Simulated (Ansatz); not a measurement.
## How fast states decay through KPbCO3F

Aim: relax a made-up compound, KPbCO3F, and see how good a tunnel barrier it would be. It is built by putting Pb for Sr in the KSrCO3F structure of space group P-6m2, with the volume rescaled by atomic radii. The parent structure comes from the Materials Project.

Calculated with Ansatz 0.2.0; r2SCAN DFT, plane waves, PAW files, in the first sound run; inputs show where later runs differ.

This is a report of a sequence of runs, with most program output left out.

The structure was built from a prototype and need not be the compound's stable phase.

**1. Starting point**

It takes space group P-6m2 (No. 187, hexagonal). The conventional cell has a = 5.060 Å, b = 5.060 Å, c = 4.538 Å, α = 90.00°, β = 90.00°, γ = 120.00°. Nearest to K lie 6 O at 2.82 Å and 3 F at 2.92 Å. Nearest to Pb lie 2 F at 2.27 Å and 6 O at 2.54 Å. Nearest to C lie 3 O at 1.24 Å. Nearest to O lie 1 C at 1.24 Å and 2 Pb at 2.54 Å and 2 K at 2.82 Å. F has 2 Pb at 2.27 Å and 3 K at 2.92 Å nearest. It derives from KSrCO3F. Pb for Sr in the KSrCO3F structure of space group P-6m2. Farther neighbours and most contacts between anions are not listed.

**2. Relaxing the new crystal**

The substituted atoms don't fit the parent's cell, so cell and atoms relax together. A small smearing keeps the run stable in case the gap closes on the way.

The input, input.yaml:

```yaml
crystal:
  lattice:
    - [5.06013424, 0.0, 0.0]
    - [-2.53006712, 4.3822047984, 0.0]
    - [0.0, 0.0, 4.538462113]
  atoms:
    - { symbol: K, position: [0.6666666667, 0.3333333333, 0.0] }
    - { symbol: Pb, position: [0.3333333333, 0.6666666667, 0.5] }
    - { symbol: C, position: [0.0, 0.0, 0.5] }
    - { symbol: O, position: [0.8583906667, 0.7167813333, 0.5] }
    - { symbol: O, position: [0.8583906667, 0.1416093333, 0.5] }
    - { symbol: O, position: [0.2832186667, 0.1416093333, 0.5] }
    - { symbol: F, position: [0.3333333333, 0.6666666667, 0.0] }
kpoints:
  mp_grid: { grid: [6, 6, 6] }
scf:
  occupations: { method: gaussian, width: 0.03 }
hamiltonian:
  xc: r2scan
output:
  forces: true
  stress: true
relax:
  f_tol: 0.02
  max_steps: 60
  cell: {}
```

On the command line:

```console
ansatz run input.yaml --threads 2 --pin off --max-ram 4096MiB --backend cpu --events-out ev --progress --plain --runs-dir out
```

Run time: 64 s. Hardware: 2 threads of Intel Xeon Platinum 8259CL at 2.50GHz (Skylake/Cascade Lake), shared host; peak memory 0.72 GiB.

Relaxation path:

```
step  energy less that of the first step (eV)  largest force component (eV/Å)  pressure (GPa)  volume (Å³)
   1                                   0.0000                          3.3586           16.80       100.64
   2                                  -0.6454                          1.1987            2.53       115.61
   3                                  -0.6775                          0.2160            0.43       116.76
   4                                  -0.6786                          0.0090            0.01       116.97
  5*                                  -0.6851                          0.0075            0.01       116.97
   6                                  -0.6851                          0.0036            0.01       116.97
  7*                                  -0.6851                          0.0036            0.01       116.97
```

Relaxation steps marked * repeat the geometry before them on a plane-wave basis chosen anew for their cell, so energy and pressure can jump there.

The run keeps the 12 symmetry operations that it works with, so distortions that break them were not tested.

| conventional cell, symmetrised | before | after | change |
| --- | --- | --- | --- |
| a (Å) | 5.060 | 5.315 | +5.0 % |
| b (Å) | 5.060 | 5.315 | +5.0 % |
| c (Å) | 4.538 | 4.782 | +5.4 % |
| volume (Å³/atom) | 14.38 | 16.71 | +16.2 % |

The atoms that moved most (Å, as changes of fractional coordinates times the final cell):

| atom | dx | dy | dz | length |
| --- | --- | --- | --- | --- |
| O5 | 0.011 | -0.007 | 0.000 | 0.013 |
| O4 | 0.000 | 0.013 | 0.000 | 0.013 |
| O6 | -0.011 | -0.007 | 0.000 | 0.013 |

Numbers from this step:

```yaml
free_energy: -16233.2213 eV
fermi_energy: 6.267 eV
pressure: 0.009013 GPa
```

The largest force component on a free atom ends at 0.0036 eV/Å.

**3. Band edges**

The energy window and the wavevectors of the next steps follow from the band edges, so these are searched first, off the mesh as well.

The input, input.yaml:

```yaml
crystal:
  lattice:
    - [5.3146852563, 0.0, 0.0]
    - [-2.6573426282, 4.6026524451, 0.0]
    - [0.0, 0.0, 4.7816900889]
  atoms:
    - { symbol: K, position: [0.6666666667, 0.3333333333, 0.0] }
    - { symbol: Pb, position: [0.3333333333, 0.6666666667, 0.5] }
    - { symbol: C, position: [0.0, 0.0, 0.5] }
    - { symbol: O, position: [0.8598286014, 0.7196572027, 0.5] }
    - { symbol: O, position: [0.8598286014, 0.1401713986, 0.5] }
    - { symbol: O, position: [0.2803427973, 0.1401713986, 0.5] }
    - { symbol: F, position: [0.3333333333, 0.6666666667, 0.0] }
kpoints:
  mp_grid: { grid: [6, 6, 6] }
  band_path: { path: [VBM, CBM], npoints: 30 }
scf:
  occupations: { method: fixed }
hamiltonian:
  xc: r2scan
output:
  eigenvalues: true
  write_potential: true
  write_density: true
  volumetric_format: npy
```

The job ended after 26 s (2 threads; peak memory 0.65 GiB).

Numbers from this step:

| Quantity | Value |
| --- | --- |
| Fermi energy | 4.484 eV |
| gap on the k-mesh | 3.565 eV |
| gap on path | 3.565 eV, by band count; negative where bands overlap |
| direct gap on path | 4.159 eV |
| edge places on path | 0, 0.7882 1/A along the path |

The electronic bands at the labelled points (eV, zero at the Fermi level (highest filled level under fixed occupations); v1 is the highest filled band, c1 the lowest empty one):

```
  point     v4     v3     v2     v1    c1    c2    c3    c4
    VBM  -2.37  -2.26  -1.52   0.00  4.16  4.76  5.64  5.97
halfway  -2.36  -2.20  -1.20  -0.78  3.94  5.34  5.83  6.10
    CBM  -2.20  -2.20  -1.64  -0.92  3.57  5.66  6.29  6.29
```

The searched edges give 3.57 eV, as on the mesh.

**4. Decaying states in the gap, plane (100), k-mesh 6×6×6**

This step: r2SCAN DFT, plane waves, PAW files; complex bands by layer matching along the plane's normal (Ansatz 0.2.0).

The same crystal is laid in a cell whose first two vectors span the (100) plane (indices of the standard conventional cell, whose axes can be ordered otherwise than in the bulk input). At fixed energy and wavevector in the plane the solver finds all kz, real and complex. A few wavevectors are listed, (0, 0), (0, -0.5) and (0.3333, -0.5) in units of the plane's reciprocal vectors; the slowest state needn't be among them.

The input, input.yaml:

```yaml
crystal:
  lattice:
    - [5.314685256, 0.0, 0.0]
    - [0.0, 4.781690089, 0.0]
    - [2.657342628, 0.0, 4.602652445]
  atoms:
    - { symbol: K, position: [0.6666666667, 0.0, 0.6666666667] }
    - { symbol: Pb, position: [0.3333333333, 0.5, 0.3333333333] }
    - { symbol: C, position: [0.0, 0.5, 0.0] }
    - { symbol: O, position: [0.8598286014, 0.5, 0.8598286014] }
    - { symbol: O, position: [0.2803427973, 0.5, 0.8598286014] }
    - { symbol: O, position: [0.8598286014, 0.5, 0.2803427973] }
    - { symbol: F, position: [0.3333333333, 0.0, 0.3333333333] }
kpoints:
  mp_grid: { grid: [6, 6, 6] }
scf:
  occupations: { method: fixed }
hamiltonian:
  xc: r2scan
output:
  eigenvalues: true
  transmission:
    leads: [[0, 0]]
    kpoints: [[0.0, 0.0], [0.0, -0.5], [0.3333, -0.5]]
    e_range: [-1.0, 4.57]
    de: 0.09
```

It took 63 s on 2 threads; peak memory 1.1 GiB; 2.1 min of CPU time.

This step gave:

```
level to which the leads are filled                       : 1.783 eV from the Fermi level
decay constant at the filling level, zone centre          : 0.3405 Å⁻¹
decay constant at the filling level, slowest listed point : 0.3037 Å⁻¹
```

K parallel (0, 0); values up to 1.5 1/Å, a degenerate pair printed once or twice; energies at which all values exceed this have no row. Im kz of the slowest decaying states against energy, zero at the highest filled level on the SCF mesh:

```
energy (eV)  decay 1 (Å⁻¹)  decay 2 (Å⁻¹)  decay 3 (Å⁻¹)  decay 4 (Å⁻¹)
    -1.0000         0.0687          0.728          0.736          0.829
    -0.7300          0.165          0.294          0.738          0.773
    -0.4600          0.216          0.410          0.748          0.799
    -0.2800          0.241          0.458          0.754          0.802
    -0.0100          0.270          0.511          0.768          0.783
     0.2600          0.292          0.551          0.772          0.839
     0.5300          0.309          0.582          0.767          0.847
     0.7100          0.318          0.599          0.763          0.851
     0.9800          0.328          0.621          0.756          0.855
     1.2500          0.335          0.639          0.748          0.856
     1.5200          0.339          0.655          0.715          0.763
     1.7900          0.341          0.667          0.690          0.766
     1.9700          0.340          0.674          0.674          0.767
     2.2400          0.336          0.648          0.683          0.768
     2.5100          0.329          0.620          0.690          0.767
     2.7800          0.318          0.590          0.696          0.766
     2.9600          0.309          0.568          0.699          0.764
     3.2300          0.290          0.532          0.701          0.761
     3.5000          0.265          0.492          0.703          0.758
     3.7700          0.229          0.444          0.702          0.742
     4.0400          0.171          0.386          0.700          0.718
     4.2200         0.0993          0.336          0.698          0.700
```

K parallel (0, -0.5); values up to 1.5 1/Å, a degenerate pair printed once or twice; energies at which all values exceed this have no row. Im kz of the slowest decaying states against energy, zero at the highest filled level on the SCF mesh:

```
energy (eV)  decay 1 (Å⁻¹)  decay 2 (Å⁻¹)  decay 3 (Å⁻¹)  decay 4 (Å⁻¹)
      -1.00          0.537          0.701          0.762          0.766
      -0.73          0.285          0.558          0.743          0.761
      -0.46          0.399          0.574          0.762          0.771
      -0.19         0.0158          0.464          0.583          0.763
      -0.01          0.130          0.497          0.587          0.764
       0.08          0.156          0.511          0.588          0.765
       0.35          0.209          0.546          0.589          0.766
       0.62          0.243          0.574          0.587          0.767
       0.89          0.267          0.580          0.596          0.767
       1.16          0.284          0.571          0.615          0.762
       1.43          0.295          0.557          0.630          0.751
       1.70          0.302          0.539          0.643          0.739
       2.06          0.306          0.508          0.656          0.719
       2.33          0.304          0.478          0.664          0.702
       2.60          0.299          0.440          0.670          0.682
       2.87          0.290          0.390          0.660          0.675
       3.14          0.276          0.321          0.634          0.677
       3.41          0.206          0.258          0.604          0.679
       3.68          0.233          0.569          0.679          0.730
       3.95          0.198          0.523          0.678          0.712
       4.22          0.146          0.197          0.453          0.671
       4.49         0.0199          0.381          0.624          0.670
```

K parallel (0.3333, -0.5); values up to 1.5 1/Å, a degenerate pair printed once or twice; energies at which all values exceed this have no row. Im kz of the slowest decaying states against energy, zero at the highest filled level on the SCF mesh:

| energy (eV) | decay 1 (Å⁻¹) | decay 2 (Å⁻¹) | decay 3 (Å⁻¹) | decay 4 (Å⁻¹) |
| --- | --- | --- | --- | --- |
| -1.00 | 0.164 | 0.691 | 0.764 | 0.783 |
| -0.82 | 0.183 | 0.651 | 0.759 | 0.768 |
| -0.55 | 0.533 | 0.743 | 0.755 | 0.911 |
| -0.37 | 0.566 | 0.725 | 0.753 | 0.901 |
| -0.10 | 0.603 | 0.694 | 0.751 | 0.888 |
| -0.01 | 0.613 | 0.683 | 0.749 | 0.884 |
| 0.08 | 0.140 | 0.622 | 0.670 | 0.748 |
| 0.35 | 0.290 | 0.627 | 0.647 | 0.743 |
| 0.53 | 0.362 | 0.589 | 0.662 | 0.738 |
| 0.80 | 0.490 | 0.681 | 0.729 | 0.850 |
| 0.98 | 0.495 | 0.692 | 0.722 | 0.842 |
| 1.16 | 0.498 | 0.702 | 0.714 | 0.833 |
| 1.43 | 0.499 | 0.699 | 0.716 | 0.819 |
| 1.61 | 0.497 | 0.688 | 0.724 | 0.809 |
| 1.88 | 0.492 | 0.669 | 0.734 | 0.793 |
| 2.06 | 0.487 | 0.654 | 0.739 | 0.780 |
| 2.33 | 0.478 | 0.628 | 0.746 | 0.760 |
| 2.51 | 0.470 | 0.608 | 0.746 | 0.750 |
| 2.69 | 0.460 | 0.585 | 0.729 | 0.753 |
| 2.96 | 0.444 | 0.545 | 0.702 | 0.756 |
| 3.14 | 0.431 | 0.511 | 0.681 | 0.757 |
| 3.41 | 0.407 | 0.447 | 0.644 | 0.758 |
| 3.59 | 0.386 | 0.389 | 0.615 | 0.758 |
| 3.86 | 0.209 | 0.355 | 0.557 | 0.757 |
| 4.04 | 0.327 | 0.497 | 0.756 | 0.958 |
| 4.31 | 0.272 | 0.384 | 0.753 | 0.948 |
| 4.49 | 0.218 | 0.433 | 0.751 | 0.940 |

At the listed wavevectors the last open channel is at -0.01 eV and the next at +3.59 eV on the grid. At +1.79 eV, the grid energy nearest the filling level (the middle of the gap on the SCF mesh), the slowest state at the listed wavevectors decays with κ = 0.304 Å⁻¹, its amplitude falling by e over 3.3 Å. Through 1 nm of this crystal that state's transmission falls by exp(−2 × 0.304 Å⁻¹ × 10 Å) = 0.0023.

**5. Decaying states in the gap, plane (110), k-mesh 6×8×8**

The same for the (110) plane, at (0, 0) and (-0.5, 0), to see how the decay depends on direction.

The input, input.yaml:

```yaml
crystal:
  lattice:
    - [4.781690089, 0.0, 0.0]
    - [0.0, 9.20530489, 0.0]
    - [0.0, 4.602652445, 2.657342628]
  atoms:
    - { symbol: K, position: [0.0, 0.6666666667, 0.0] }
    - { symbol: Pb, position: [0.5, 0.3333333333, 0.0] }
    - { symbol: C, position: [0.5, 0.0, 0.0] }
    - { symbol: O, position: [0.5, 0.2803427973, 0.5794858041] }
    - { symbol: O, position: [0.5, 0.8598286014, 0.0] }
    - { symbol: O, position: [0.5, 0.8598286014, 0.4205141959] }
    - { symbol: F, position: [0.0, 0.3333333333, 0.0] }
kpoints:
  mp_grid: { grid: [6, 8, 8] }
scf:
  occupations: { method: fixed }
hamiltonian:
  xc: r2scan
output:
  eigenvalues: true
  transmission:
    leads: [[0, 0]]
    kpoints: [[0.0, 0.0], [-0.5, 0.0]]
    e_range: [-1.0, 4.57]
    de: 0.09
```

Elapsed: 2.5 min, on 2 threads; peak memory 2.1 GiB.

Numbers from this step:

```
Fermi energy                                              : 4.452 eV
gap on the k-mesh                                         : 3.597 eV
level to which the leads are filled                       : 1.798 eV from the Fermi level
decay constant at the filling level, zone centre          : 0.3912 Å⁻¹
decay constant at the filling level, slowest listed point : 0.3597 Å⁻¹
```

(Continued in part 2 of 2.)

[Logs are printed without paths, hosts, clocks, repeated set-up lines and the standing remarks that a program may print on its own settings, such as how far it seeks lower states.]

[Hosts, paths, dates, database ids (printed as entryN), source tags and the programs' standing remarks are cut or masked in the printed files.]
